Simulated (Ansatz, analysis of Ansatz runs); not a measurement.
**[AlO4]0 centre in alpha-quartz: hyperfine coupling, r2SCAN**

How near does this set-up come to the measured hyperfine coupling? Subject: [AlO4]0 centre in alpha-quartz. Set-up: r2SCAN, 72-site cell, r2SCAN lattice, 500 eV, k: the single point 1/4 1/4 1/4 then 2x2x2 shifted 0.5 0.5 0.5, started with the impurity moved along one bond. The model is a cell of 72 host atoms with 1 Si taken out and 1 Al put in. The isotropic coupling follows from the spin density at the nucleus, the nuclear g-factor and the total spin. A meta-GGA costs about twice a GGA and mends lattice constants and part of the gap.

**The experiment.** 17O that bears the hole, isotropic, printed as -26.0 G: -72.86 MHz, by EPR (quoted in “Hybrid functional calculations of the Al impurity in α-quartz: Hole localization and electron paramagnetic resonance parameters”, 2011, Roland Gillen and John Robertson, quoting earlier work (1981)). 27Al, isotropic, printed as -5.8 G: -16.25 MHz, by EPR (quoted in “Hybrid functional calculations of the Al impurity in α-quartz: Hole localization and electron paramagnetic resonance parameters”, 2011, Roland Gillen and John Robertson, quoting earlier work (1981)). The runs below try to reproduce this.

Calculated with Ansatz 0.2.0; plane-wave PAW DFT, r2SCAN; relaxation of all atoms of a defect supercell.

### 1. Starting point

The cell holds 72 atoms: 23 Si, 48 O and 1 Al. Cell: a = 9.844 Å, b = 9.844 Å, c = 10.830 Å, α = 90.0°, β = 90.0°, γ = 120.0°. It derives from SiO2 (space group P3_221). Nearest the centre at fractional (0.266, 0.266, 0.500): Al12 at 0.10 Å, O9 at 1.61 Å, O15 at 1.61 Å, O4 at 1.62 Å, O16 at 1.74 Å, Si11 at 3.06 Å, Si19 at 3.06 Å, Si1 at 3.06 Å.

The host's primitive cell comes from a first run (plane-wave PAW DFT, r2SCAN; relaxation of the host's cell and atoms): vectors of 4.922, 4.922 and 5.415 Å. That is 12.62 Å³ an atom, 0.4 % over the diffraction cell's volume. The supercell is built on it.

### 2. Relaxation, charge 0

Every later number rests on the structure around the defect, so the atoms are relaxed at the host's lattice first.

relax/input.yaml reads:

```yaml
relax:
  f_tol: 0.02
  max_steps: 80
  random_displacement: { amplitude: 0.01, seed: 289 }
crystal:
  lattice:
    - [9.84405354, 0.0, 0.0]
    - [-4.92202677, 8.52520044, 0.0]
    - [0.0, 0.0, 10.83028558]
  atoms:
    - { symbol: Si, position: [0.234489878, 0.0, 0.333333333] }
    - { symbol: Si, position: [0.0, 0.234489878, 0.166666667] }
    - { symbol: Si, position: [0.265510122, 0.265510122, 0.0] }
    - { symbol: O, position: [0.206642363, 0.134490593, 0.392307368] }
    - { symbol: O, position: [0.365509407, 0.072151771, 0.225640701] }
    - { symbol: O, position: [0.427848229, 0.293357637, 0.058974035] }
    - { symbol: O, position: [0.134490593, 0.206642363, 0.107692632] }
    - { symbol: O, position: [0.072151771, 0.365509407, 0.274359299] }
    - { symbol: O, position: [0.293357637, 0.427848229, 0.441025965] }
    - { symbol: Si, position: [0.234489878, 0.0, 0.833333333] }
    - { symbol: Si, position: [0.0, 0.234489878, 0.666666667] }
    - { symbol: Al, position: [0.273645225, 0.269122941, 0.493361209] }
    - { symbol: O, position: [0.206642363, 0.134490593, 0.892307368] }
    - { symbol: O, position: [0.365509407, 0.072151771, 0.725640701] }
    - { symbol: O, position: [0.427848229, 0.293357637, 0.558974035] }
    - { symbol: O, position: [0.124732218, 0.202302289, 0.615661027] }
    - { symbol: O, position: [0.072151771, 0.365509407, 0.774359299] }
    - { symbol: O, position: [0.293357637, 0.427848229, 0.941025965] }
    - { symbol: Si, position: [0.234489878, 0.5, 0.333333333] }
    - { symbol: Si, position: [0.0, 0.734489878, 0.166666667] }
    - { symbol: Si, position: [0.265510122, 0.765510122, 0.0] }
    - { symbol: O, position: [0.206642363, 0.634490593, 0.392307368] }
    - { symbol: O, position: [0.365509407, 0.572151771, 0.225640701] }
    - { symbol: O, position: [0.427848229, 0.793357637, 0.058974035] }
    - { symbol: O, position: [0.134490593, 0.706642363, 0.107692632] }
    - { symbol: O, position: [0.072151771, 0.865509407, 0.274359299] }
    - { symbol: O, position: [0.293357637, 0.927848229, 0.441025965] }
    - { symbol: Si, position: [0.234489878, 0.5, 0.833333333] }
    - { symbol: Si, position: [0.0, 0.734489878, 0.666666667] }
    - { symbol: Si, position: [0.265510122, 0.765510122, 0.5] }
    - { symbol: O, position: [0.206642363, 0.634490593, 0.892307368] }
    - { symbol: O, position: [0.365509407, 0.572151771, 0.725640701] }
    - { symbol: O, position: [0.427848229, 0.793357637, 0.558974035] }
    - { symbol: O, position: [0.134490593, 0.706642363, 0.607692632] }
    - { symbol: O, position: [0.072151771, 0.865509407, 0.774359299] }
    - { symbol: O, position: [0.293357637, 0.927848229, 0.941025965] }
    - { symbol: Si, position: [0.734489878, 0.0, 0.333333333] }
    - { symbol: Si, position: [0.5, 0.234489878, 0.166666667] }
    - { symbol: Si, position: [0.765510122, 0.265510122, 0.0] }
    - { symbol: O, position: [0.706642363, 0.134490593, 0.392307368] }
    - { symbol: O, position: [0.865509407, 0.072151771, 0.225640701] }
    - { symbol: O, position: [0.927848229, 0.293357637, 0.058974035] }
    - { symbol: O, position: [0.634490593, 0.206642363, 0.107692632] }
    - { symbol: O, position: [0.572151771, 0.365509407, 0.274359299] }
    - { symbol: O, position: [0.793357637, 0.427848229, 0.441025965] }
    - { symbol: Si, position: [0.734489878, 0.0, 0.833333333] }
    - { symbol: Si, position: [0.5, 0.234489878, 0.666666667] }
    - { symbol: Si, position: [0.765510122, 0.265510122, 0.5] }
    - { symbol: O, position: [0.706642363, 0.134490593, 0.892307368] }
    - { symbol: O, position: [0.865509407, 0.072151771, 0.725640701] }
    - { symbol: O, position: [0.927848229, 0.293357637, 0.558974035] }
    - { symbol: O, position: [0.634490593, 0.206642363, 0.607692632] }
    - { symbol: O, position: [0.572151771, 0.365509407, 0.774359299] }
    - { symbol: O, position: [0.793357637, 0.427848229, 0.941025965] }
    - { symbol: Si, position: [0.734489878, 0.5, 0.333333333] }
    - { symbol: Si, position: [0.5, 0.734489878, 0.166666667] }
    - { symbol: Si, position: [0.765510122, 0.765510122, 0.0] }
    - { symbol: O, position: [0.706642363, 0.634490593, 0.392307368] }
    - { symbol: O, position: [0.865509407, 0.572151771, 0.225640701] }
    - { symbol: O, position: [0.927848229, 0.793357637, 0.058974035] }
    - { symbol: O, position: [0.634490593, 0.706642363, 0.107692632] }
    - { symbol: O, position: [0.572151771, 0.865509407, 0.274359299] }
    - { symbol: O, position: [0.793357637, 0.927848229, 0.441025965] }
    - { symbol: Si, position: [0.734489878, 0.5, 0.833333333] }
    - { symbol: Si, position: [0.5, 0.734489878, 0.666666667] }
    - { symbol: Si, position: [0.765510122, 0.765510122, 0.5] }
    - { symbol: O, position: [0.706642363, 0.634490593, 0.892307368] }
    - { symbol: O, position: [0.865509407, 0.572151771, 0.725640701] }
    - { symbol: O, position: [0.927848229, 0.793357637, 0.558974035] }
    - { symbol: O, position: [0.634490593, 0.706642363, 0.607692632] }
    - { symbol: O, position: [0.572151771, 0.865509407, 0.774359299] }
    - { symbol: O, position: [0.793357637, 0.927848229, 0.941025965] }
basis:
  ecutwfc: 500
  xc_grid: 2
hamiltonian:
  xc: r2scan
kpoints:
  mp_grid: { grid: [1, 1, 1], shift: [0.25, 0.25, 0.25] }
magnetization:
  spin_polarized: true
  initial_magnetization: 1
  spin_locking: { lock_magnetization: hard }
scf:
  occupations: { method: fermi_dirac, width: 0.01 }
  max_iter: 120
output:
  forces: true
checkpoint:
  write: "../relax.run"
  compress: false
  write_wavefunctions: true
  write_every: 100000
```

The run is started by

```bash
ansatz run input.yaml --threads 2 --pin off --max-ram 4710MiB --backend cpu --events-out ev --progress --plain --runs-dir out
```

Numbers of over 12 decimals in the logs are rounded to 6 here.

The log of the run:

```text
[... repeated set-up lines and file paths are left out, and long positions are rounded to six places ...]
Warning: This run holds its total moment fixed (magnetization.spin_locking.lock_magnetization: hard) and mixes its density by anderson or broyden (scf.mixing.algorithm, typed or taken by auto). [...]
Engine: ansatz 0.2.0, aarch64-unknown-linux-gnu
Pseudopotentials: kind: paw
Pseudopotential: Si, paw, valence charge 4, recommended cutoff 500 eV (meta_gga), Si.paw.azcp
Pseudopotential: O, paw, valence charge 6, recommended cutoff 500 eV (meta_gga), O.paw.azcp
Pseudopotential: Al, paw, valence charge 3, recommended cutoff 500 eV (meta_gga), Al.paw.azcp
Functional definition: r2SCAN
  parameter k0 = 0.174
  parameter k1 = 0.065
  parameter a1 = 4.9479
  exchange = r2scan_x(k0 = k0, k1 = k1, a1 = a1)
  correlation = r2scan_c
Crystal: 72 atoms, lattice volume = 908.905 Å³
Basis set: ecut = 500 eV, 23025 PW (Γ), exchange–correlation on 144×144×160 points (8 copies of the dense FFT grid, shifted against one another)
Bands: 264, of which v1, the nominal top of the filled ones, is band 192 counted from 1 (191 counted from 0)
Symmetry: 1 space group operations
k-points: 1
Non-local potential: Si, projectors of the file, l = 0: 2, l = 1: 2, l = 2: 2
Non-local potential: O, projectors of the file, l = 0: 2, l = 1: 2, l = 2: 1
Non-local potential: Al, projectors of the file, l = 0: 2, l = 1: 2, l = 2: 1
PAW form: soft (Blöchl's): semilocal exchange-correlation on the pseudo side does not see the compensation charge
PAW frozen core: Si, regenerated for the run's functional (the file was generated under x = pbe(κ = 0.804, μ = 0.219515), c = pbe(β = 0.066725))
PAW frozen core: O, regenerated for the run's functional (the file was generated under x = pbe(κ = 0.804, μ = 0.219515), c = pbe(β = 0.066725))
PAW frozen core: Al, regenerated for the run's functional (the file was generated under x = pbe(κ = 0.804, μ = 0.219515), c = pbe(β = 0.066725))
PAW one-centre angular grid: Si, 302 points (default); XC on 160 Gauss nodes
PAW one-centre angular grid: O, 302 points (default); XC on 160 Gauss nodes
PAW one-centre angular grid: Al, 302 points (default); XC on 160 Gauss nodes
Initial density: superposition of atomic densities (chi_scale 0.1, normalization cell, long waves kept (reshape's long-wave potential 0.03 eV rms))
Starting moments: Σ|m| = 1 μB on 72 of 72 sites
Initial wavefunctions: pseudopotential atomic-orbital guess
Functional: x = r2scan, c = r2scan; τ floored in thin density (d = 2e-4 eV/Å³)
SCF iter   1: F=—  HF=-42650.116926 eV  |F-HF|=—  |Δ(HF+E_count)|=         —  Δρ=6.49e-2 (↑6.49e-2 ↓6.38e-2)  dr2=1.41e2  dr2_τ=4.68e0  dr2_m=2.92e-2  M=1.000 μB ∫|m|=1.007 μB  β_m=1.20  ethr=3.10e-3  ⟨swp⟩=6.0  Hψ=2140  notcnv=0  defer=126
preconditioner: auto → Kerker (q_TF=auto, 2.362 Å⁻¹)  [metal: Δε(μ)=0.016 eV  Ē_g=19.164 eV  σ=0.010 eV  W_gap=0.38  n_scr=212 (ndim 8)  ℏωp=24.1 eV  f_vac=0.003  D(μ)=45.57/eV (n_scr^D=418)]
spin=Collinear: Kerker preconditioning applied to the charge; magnetization (m = ρ↑ − ρ↓) channel mixes plain (no charge-response kernel on spin).
SCF iter   2: F=—  HF=-42624.815573 eV  |F-HF|=—  |Δ(HF+E_count)|=    2.53e1  Δρ=3.75e-2 (↑3.70e-2 ↓3.75e-2)  dr2=4.93e1  dr2_τ=4.63e-1  dr2_m=1.03e-1  M=1.000 μB ∫|m|=1.153 μB  β_m=1.20  ethr=3.10e-3  ⟨swp⟩=2.0  Hψ=1004  notcnv=0  defer=132  κ⁻¹=1.0e0(r=1)
SCF iter   3: F=—  HF=-42618.334099 eV  |F-HF|=—  |Δ(HF+E_count)|=    6.48e0  Δρ=1.77e-2 (↑1.77e-2 ↓1.76e-2)  dr2=6.44e0  dr2_τ=1.15e-1  dr2_m=5.21e-2  M=1.000 μB ∫|m|=1.192 μB  β_m=1.20  ethr=3.10e-3  ⟨swp⟩=3.0  Hψ=804  notcnv=0  defer=132  κ⁻¹=8.5e-2(r=2)
SCF iter   4: F=—  HF=-42619.124046 eV  |F-HF|=—  |Δ(HF+E_count)|=   7.90e-1  Δρ=1.41e-2 (↑1.16e-2 ↓1.41e-2)  dr2=3.19e0  dr2_τ=7.70e-2  dr2_m=1.36e-1  M=1.000 μB ∫|m|=1.174 μB  β_m=1.20  ethr=1.68e-3  ⟨swp⟩=2.0  Hψ=620  notcnv=0  defer=132  κ⁻¹=2.4e-2(r=3)
SCF iter   5: F=—  HF=-42619.166236 eV  |F-HF|=—  |Δ(HF+E_count)|=   4.22e-2  Δρ=8.65e-3 (↑8.63e-3 ↓8.65e-3)  dr2=1.38e0  dr2_τ=3.30e-2  dr2_m=1.63e-2  M=1.000 μB ∫|m|=1.148 μB  β_m=1.20  ethr=8.33e-4  ⟨swp⟩=2.0  Hψ=702  notcnv=0  defer=132  κ⁻¹=1.2e-2(r=4)
SCF iter   6: F=—  HF=-42619.465776 eV  |F-HF|=—  |Δ(HF+E_count)|=   3.00e-1  Δρ=1.01e-2 (↑3.01e-3 ↓1.01e-2)  dr2=1.29e0  dr2_τ=3.36e-2  dr2_m=2.05e-1  M=1.000 μB ∫|m|=1.196 μB  β_m=1.20  ethr=3.59e-4  ⟨swp⟩=2.0  Hψ=912  notcnv=0  defer=132  κ⁻¹=3.3e-3(r=5)
SCF iter   7: F=—  HF=-42619.437728 eV  |F-HF|=—  |Δ(HF+E_count)|=   2.80e-2  Δρ=4.74e-3 (↑1.61e-3 ↓4.74e-3)  dr2=3.27e-1  dr2_τ=7.00e-3  dr2_m=4.33e-2  M=1.000 μB ∫|m|=1.160 μB  β_m=1.20  ethr=3.36e-4  ⟨swp⟩=2.0  Hψ=701  notcnv=0  defer=132  κ⁻¹=1.4e-3(r=6)
SCF iter   8: F=—  HF=-42619.443160 eV  |F-HF|=—  |Δ(HF+E_count)|=   5.43e-3  Δρ=2.13e-3 (↑9.32e-4 ↓2.13e-3)  dr2=5.18e-2  dr2_τ=1.55e-3  dr2_m=9.21e-3  M=1.000 μB ∫|m|=1.152 μB  β_m=1.20  ethr=8.54e-5  ⟨swp⟩=2.0  Hψ=790  notcnv=0  defer=132  κ⁻¹=5.1e-4(r=7)
SCF iter   9: F=—  HF=-42619.447149 eV  |F-HF|=—  |Δ(HF+E_count)|=   3.99e-3  Δρ=1.07e-3 (↑7.47e-4 ↓1.07e-3)  dr2=1.74e-2  dr2_τ=3.81e-4  dr2_m=1.23e-3  M=1.000 μB ∫|m|=1.149 μB  β_m=1.20  ethr=1.35e-5  ⟨swp⟩=2.0  Hψ=700  notcnv=0  defer=132  κ⁻¹=7.6e-5(r=8)
[...]
relax step   3: F+E_penalty+E_count = -42620.83162807 eV  Δ(F+E_penalty+E_count) = -5.401e-1 eV  max|allowed force component| = 2.173e-1 eV/Å  Δτ_max = 0.1145 Å  (13 SCF iters, dr2 threshold 1.00e-4 eV, accepted)
relax step   4: F+E_penalty+E_count = -42620.80063982 eV  Δ(F+E_penalty+E_count) = +3.099e-2 eV  max|allowed force component| = 3.677e-1 eV/Å  Δτ_max = 0.1394 Å  (15 SCF iters, dr2 threshold 2.95e-6 eV, rejected (line search))
relax step   5: F+E_penalty+E_count = -42620.85365412 eV  Δ(F+E_penalty+E_count) = -2.203e-2 eV  max|allowed force component| = 5.625e-2 eV/Å  Δτ_max = 0.0567 Å  (16 SCF iters, accepted)
relax step   6: F+E_penalty+E_count = -42620.85543829 eV  Δ(F+E_penalty+E_count) = -1.784e-3 eV  max|allowed force component| = 3.133e-2 eV/Å  Δτ_max = 0.0299 Å  (16 SCF iters, accepted)
[...]
relax step   7: F+E_penalty+E_count = -42620.85567817 eV  Δ(F+E_penalty+E_count) = -2.399e-4 eV  max|allowed force component| = 1.311e-2 eV/Å  Δτ_max = 0.0049 Å  (13 SCF iters, accepted)
NSCF: frozen V_eff on 1 k-points
the band table was solved once a step of the walk had ended and its energy, with any forces and stress, was formed, with the checks that follow a solve (2488 applications of the Hamiltonian). They found nothing against the state; [...]
iter 1 solved again at ethr=1.28e-12 eV; its pass at ethr=3.10e-3 eV (dr2=4.89e-9 eV) is discarded
SCF iter   1: F=—  HF=-42620.855678 eV  |F-HF|=—  |Δ(HF+E_count)|=         —  Δρ=5.48e-7 (↑4.07e-7 ↓5.48e-7)  dr2=4.94e-9  dr2_τ=1.14e-10  dr2_m=3.27e-10  M=1.000 μB ∫|m|=1.157 μB  β_m=1.20  ethr=1.28e-12  ⟨swp⟩=2.0  Hψ=1824  notcnv=0
SCF iter   2: F=-42620.855678 eV  HF=-42620.855678 eV  |F-HF|=1.72e-9  |Δ(HF+E_count)|=  9.90e-10  Δρ=3.03e-7 (↑3.03e-7 ↓2.95e-7)  dr2=1.90e-9  dr2_τ=4.73e-11  dr2_m=5.82e-11  M=1.000 μB ∫|m|=1.157 μB  ethr=1.28e-12  ⟨swp⟩=2.0  Hψ=870  notcnv=0
SCF 8 converged in 2 iterations: F = -42620.855678 eV  dr2 = 1.90e-9
NSCF: frozen V_eff on 1 k-points
the band table was solved once a step of the walk had ended and its energy, with any forces and stress, was formed, with the checks that follow a solve (1790 applications of the Hamiltonian). They found nothing against the state; [...]
SCF converged after 2 iterations
Stability not checked: this state was not tested for a lower state beside it, because the mixer in use, unlike msr1, does not test its closes by its own steps (another_mixer; see scf.mixing.algorithm and scf.lower_state_search)
Magnetization: 1.0000 μB (192.0000 up, 191.0000 down)
Absolute magnetization: 1.1583 μB (∫|ρ↑−ρ↓|, with the PAW one-centre terms)
Spin contamination: 0.0032 ħ² per cell (⟨S²⟩ above its minimum at these occupations)
Per-site moments (μB) at R_I (Å): [(-0.00158038, 0.663430), (-5.000548261452207e-5, 0.665264), (-6.95949926768841e-5, 0.665691), [... 69 left out ...]
Free energy (F): -42620.855678 eV
Harris-Foulkes:  -42620.855678 eV  (|F-HF|=1.72e-9)
Internal energy: -42620.855649 eV  (E = F + TS)
E sigma→0 (E₀):  -42620.855663 eV
Entropy (-TS):   -0.000029 eV (-0.000 meV/atom)
Fermi energy:    2.208476 (↑ 5.710147, ↓ 2.208476) eV
--- Per-component energies (eV) ---
  E_band       = -1928.955403
  E_kinetic    = 9697.705434
  E_local      = -23538.620481  (includes V_loc(G=0)·N_el)
  E_nonlocal   = 2819.617926
  E_hartree    = 8468.337577
  E_xc         = -4787.110117
  E_vxc        = -6336.407549  (∫ρ·V_xc dr)
  E_paw        = -20156.400901  (= ΣΔE_a)
  E_vpaw       = -1906.401805  (= ΣTr[D̂ρ^β])
  E_aug_tail   = 0.051033  (compensation charges beyond the density's cutoff)
  E_vtau       = 398.425055  (kinetic-family band-sum trace: ∫τ·v_τ [+ j·A + Jᵃ·Aᵃ] dr)
  E_ewald      = -15121.084889
  E_core_change = -3.351231  (= ΣΔE_core)
  E_smearing   = -0.000029  (= −TS)
  E_closure    = 0.000000  (closes the sum)
  Σ components = -42620.855678   (vs F -42620.855678, Δ=0.00e0)
--- Forces (eV/Å), atoms counted from 1 ---
  atom   1  Si    -0.00356155    -0.00326507    -0.00812108
  atom   2  Si     0.00247551    -0.00192253    -0.00065587
  [... 1 atom left out ...]
  atom   4  O      0.00026542    -0.00469150    -0.00403546
  [... 3 atoms left out ...]
  atom   8  O      0.00222291     0.00207029     0.00392003
  atom   9  O      0.00457371    -0.00177990     0.00320336
  [... 1 atom left out ...]
  atom  11  Si     0.00553859    -0.00527727     0.00812065
  atom  12  Al     0.00353232     0.00259656     0.00119010
  [... 2 atoms left out ...]
  atom  15  O      0.00172782    -0.00060657     0.00140170
  atom  16  O     -0.00685960     0.00159956     0.00260209
  [... 2 atoms left out ...]
  atom  19  Si    -0.00987304     0.00163884    -0.01045610
  [... 27 atoms left out ...]
  atom  47  Si    -0.00239353     0.00627139    -0.00020382
  [... 25 atoms left out ...]
  max |Σ_I F_I| component: 2.14e-3 eV/Å
--- Band table (eV) ---
  k-point 0 ↑: bands = ["-18.2067", "-18.0715", "-18.0421", "-17.9825", [... 256 left out ...] "14.9416", "14.9910", "15.0525", "15.0921"]
  k-point 0 ↓: bands = ["-18.1966", "-18.0572", "-18.0304", "-17.9719", [... 256 left out ...] "14.9519", "14.9996", "15.0617", "15.1040"]
--- Relaxed structure (7 steps of the walk, 6 accepted, 0 SCFs on fresh bases) ---
  F+E_penalty+E_count = -42620.85567817 eV   max|allowed force component| = 1.311e-2 eV/Å
  atoms:
    - { symbol: Si, position: [0.231535, -0.001481, 0.330987] }
    - { symbol: Si, position: [0.001699, 0.235181, 0.167382] }
    [... 1 atom left out ...]
    - { symbol: O, position: [0.202564, 0.135114, 0.382710] }
    [... 3 atoms left out ...]
    - { symbol: O, position: [0.070655, 0.367962, 0.273667] }
    - { symbol: O, position: [0.298247, 0.447221, 0.440947] }
    [... 1 atom left out ...]
    - { symbol: Si, position: [-0.001323, 0.232058, 0.669195] }
    - { symbol: Al, position: [0.274242, 0.274242, 0.500162] }
    [... 2 atoms left out ...]
    - { symbol: O, position: [0.447477, 0.298141, 0.558725] }
    - { symbol: O, position: [0.135702, 0.203291, 0.618079] }
    [... 2 atoms left out ...]
    - { symbol: Si, position: [0.232180, 0.506738, 0.331466] }
    [... 27 atoms left out ...]
    - { symbol: Si, position: [0.506969, 0.232168, 0.668315] }
    [... 25 atoms left out ...]
```

It took 12 min on 2 threads of Arm Neoverse V2, shared host; peak memory 3.7 GiB; 23 min of CPU time.

(Continued in part 2 of 2.)

[Logs are printed without paths, hosts, clocks, repeated set-up lines and the standing remarks that a program may print on its own settings, such as how far it seeks lower states.]

[Hosts, paths, dates, database ids (printed as entryN), source tags and the programs' standing remarks are cut or masked in the printed files.]

[For some hosts the program warned that the k-mesh of the response run may be too coarse for force constants and the static dielectric constant; such warnings are not shown here.]
